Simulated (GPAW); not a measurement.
# Conductance along a series: biphenyl-4,4'-dithiol between two Al chains, part 3 of 3

Aim: how the conductance and the thermopower change along a series of junctions, biphenyl-4,4'-dithiol between two Al chains.

GPAW 26.7.0; GPAW LCAO, PAW setups; Landauer transmission from Green's functions with principal layers (ASE), zero bias.

So far, conductance (G₀): step 2 (junction, box 13.1 × 9 Å, twist 0 degrees) 0.0323; step 5 (junction, box 12.9 × 10.2 Å: twist = 45) 0.0146; step 6 (member of the series, box 12.7 × 10.9 Å: twist = 60) 0.00719; step 7 (member of the series, box 12.4 × 11.6 Å: twist = 75) 0.00207; step 8 (junction, box 11.8 × 12.9 Å: twist = 90) 2.2e-4.

### 10. Mixing 0.02, smearing 0.2

Mixing changes the road to self-consistency, not its end. The mixing history changes the road to self-consistency, not its end. Smearing helps the SCF of a metal converge, but it blurs occupations at band edges near the Fermi level. The SCF mesh sets the Fermi level of the repeated cell.

System of this step: biphenyl-4,4'-dithiol between two Al chains, rings twisted by 30 degrees. The cell holds 34 atoms: 12 Al, 2 S, 12 C and 8 H. Cell: a = 13.116 Å, b = 9.588 Å, c = 40.409 Å, α = 90.0°, β = 90.0°, γ = 90.0°. Regions: left lead, 6 atoms (6 Al); channel, 22 atoms (2 S, 12 C and 8 H); right lead, 6 atoms (6 Al). Vacuum lies along a and b. The structure is stacked along c, and the current runs across the ab planes.

run.py reads:

```python
import json
import numpy as np
from ase import Atoms
from ase.transport.calculators import TransportCalculator
from gpaw import GPAW, FermiDirac
from gpaw.lcao.tools import get_lcao_hamiltonian
from scipy.linalg import eigh

# The junction with lead layers at both ends, along the third cell vector
device = Atoms(
    ['Al', 'Al', 'Al', 'Al', 'Al', 'Al', 'S', 'C', 'H', 'H', 'C', 'C', 'C', 'C', 'H', 'H', 'C', 'C', 'H', 'H', 'C', 'C', 'C', 'C', 'H', 'H', 'C', 'S', 'Al', 'Al', 'Al', 'Al', 'Al', 'Al'],
    positions=[
        [6.55786, 4.79424, 1.20000],
        [6.55786, 4.79424, 3.60000],
        [6.55786, 4.79424, 6.00000],
        [6.55786, 4.79424, 8.40000],
        [6.55786, 4.79424, 10.80000],
        [6.55786, 4.79424, 13.20000],
        [7.51144, 3.72531, 14.86975],
        [7.55749, 3.81677, 16.64507],
        [9.63855, 3.25000, 16.77746],
        [5.47962, 4.37682, 16.86762],
        [8.74002, 3.52459, 17.32525],
        [6.41758, 4.16069, 17.37276],
        [8.78477, 3.58586, 18.72260],
        [6.46502, 4.22221, 18.77029],
        [9.72439, 3.36623, 19.22620],
        [5.55888, 4.48225, 19.31452],
        [7.64886, 3.93671, 19.46956],
        [7.69616, 4.00002, 20.93931],
        [9.79172, 4.53731, 21.04930],
        [5.61613, 3.47098, 21.22848],
        [8.88260, 4.33349, 21.61196],
        [6.55673, 3.72649, 21.71317],
        [8.92851, 4.39332, 23.00935],
        [6.59983, 3.78717, 23.11088],
        [9.86571, 4.64823, 23.49874],
        [5.69819, 3.56402, 23.67558],
        [7.78564, 4.12620, 23.76364],
        [7.85997, 4.19802, 25.53895],
        [6.55786, 4.79424, 27.20898],
        [6.55786, 4.79424, 29.60898],
        [6.55786, 4.79424, 32.00898],
        [6.55786, 4.79424, 34.40898],
        [6.55786, 4.79424, 36.80898],
        [6.55786, 4.79424, 39.20898]],
    cell=[[13.11571, 0.0, 0.0], [0.0, 9.58848, 0.0], [0.0, 0.0, 40.40898]],
    pbc=True)

# One principal layer of the lead: the first 4 atoms of the device
lead = Atoms(
    ['Al', 'Al', 'Al', 'Al'],
    positions=[
        [6.55786, 4.79424, 1.20000],
        [6.55786, 4.79424, 3.60000],
        [6.55786, 4.79424, 6.00000],
        [6.55786, 4.79424, 8.40000]],
    cell=[[13.11571, 0.0, 0.0], [0.0, 9.58848, 0.0], [0.0, 0.0, 9.6]],
    pbc=True)

settings = dict(mode='lcao', basis='dzp', xc='RPBE', h=0.2,
                occupations=FermiDirac(0.2), maxiter=250,
                mixer=dict(beta=0.02, nmaxold=5, weight=100.0),
                convergence=dict(density=0.0001))
energies = np.arange(-2, 2 + 1e-9, 0.05)
eta = 0.0001
n1, n2 = 1, 1
# k and -k transmit alike, so half of the mesh across the current serves
mesh = [(i, j) for i in range(n1) for j in range(n2) if (i, j) <= (-i % n1, -j % n2)]
weights = np.array([1 if (i, j) == (-i % n1, -j % n2) else 2 for i, j in mesh]) / (n1 * n2)

# [... helper functions left out ...]
fermi_lead = ground_state(lead, (1, 1, 12), 'lead.txt')
fermi_device = ground_state(device, (1, 1, 1), 'device.txt')
# [... loop over the mesh left out, but for ...]
        # Shift the lead onto the potential of the device's first layer
        shift = ((H[:, 0, 0] - H0[:, 0, 0]) / S0[0, 0]).real.mean()
# [...]
kT = 8.617333e-5 * 300
bias = [0.1, 0.2, 0.5, 1.0, 1.5, 2.0]
# [... integrals and printing left out ...]
```

On the command line:

```console
> OMP_NUM_THREADS=1 OPENBLAS_NUM_THREADS=2 python run.py
```

Output:

```text
basis functions: device 378, principal layer 52
Fermi level: lead -3.4057 eV, device -3.1194 eV; lead shifted by -0.0046 eV
largest coupling past the next layer 1.11e-15 eV, largest misfit of the first layer 0.026 eV
  E-E_F (eV)   T (one spin)  [channel counts left out]
    -2.000    1.0764e-02
    -1.950    1.0972e-02
    -1.900    1.2019e-02
    -1.850    1.4270e-02
    -1.800    1.8816e-02
    -1.750    2.9116e-02
    -1.700    6.0836e-02
    -1.650    2.7700e-01
    -1.600    3.6304e-01
    -1.550    3.7569e-02
    -1.500    9.7065e-03
    -1.450    3.2242e-03
    -1.400    1.0005e-03
    -1.350    7.4357e-05
    -1.300    6.5615e-11
    -1.250    9.9525e-12
[...]
1.650    4.0078e-01
     1.700    5.6485e-01
     1.750    7.7271e-01
     1.800    9.5352e-01
     1.850    9.8647e-01
     1.900    8.5745e-01
     1.950    6.7494e-01
     2.000    5.1717e-01
conductance at 300 K: 0.017205 G0 a cell; thermopower -14.97 uV/K
current from the zero-bias T(E) at 0.1 V: 0.13338 uA
current from the zero-bias T(E) at 0.2 V: 0.26727 uA
current from the zero-bias T(E) at 0.5 V: 0.68233 uA
current from the zero-bias T(E) at 1.0 V: 1.5237 uA
current from the zero-bias T(E) at 1.5 V: 2.5895 uA
current from the zero-bias T(E) at 2.0 V: 3.2252 uA
```

It took 94 s on 2 threads of Arm Neoverse V2, shared host; peak memory 1.6 GiB.

The run finished with changed settings (beta = 0.02, nmaxold = 5, width = 0.2 and scf_mesh = [1, 1, 1]); it serves as a test.

### 11. What came out

* conductance, first and last member: 0.0323 and 2.2e-4 G₀
* largest and smallest: 0.0323 and 2.2e-4 G₀

In words: As the twist between the rings goes from 0 to 90 degrees, the conductance goes from 0.0323 to 2.2e-4 G₀. The conductance falls at every step of the series. Coupling between the rings' π systems goes as cos θ, so tunnelling through them should follow cos²θ; the correlation here is 1.00, which bears out that shape on top of a constant. At 90° 0.7 % of the planar value is left, carried by paths that don't need the π overlap of the rings. The geometry was built from estimated bond lengths and not relaxed, so the numbers describe this model structure. Semilocal functionals put molecular levels too near the Fermi level, so such conductances usually come out too high, and chain electrodes have a sharper density of states than real ones. An evenly spaced straight chain is an idealisation: free chains tend to dimerise, zigzag or, where a band edge lies near the Fermi level, turn magnetic. The currents use the zero-bias T(E) throughout, which holds only while the bias is small against the distance to the nearest feature. The energy step is wider than the thermal energy, so the conductance and thermopower rest on interpolation of T(E).

[Logs are printed without paths, hosts, clocks, repeated set-up lines and the standing remarks that a program may print on its own settings, such as how far it seeks lower states.]

[Hosts, paths, dates, database ids (printed as entryN), source tags and the programs' standing remarks are cut or masked in the printed files.]
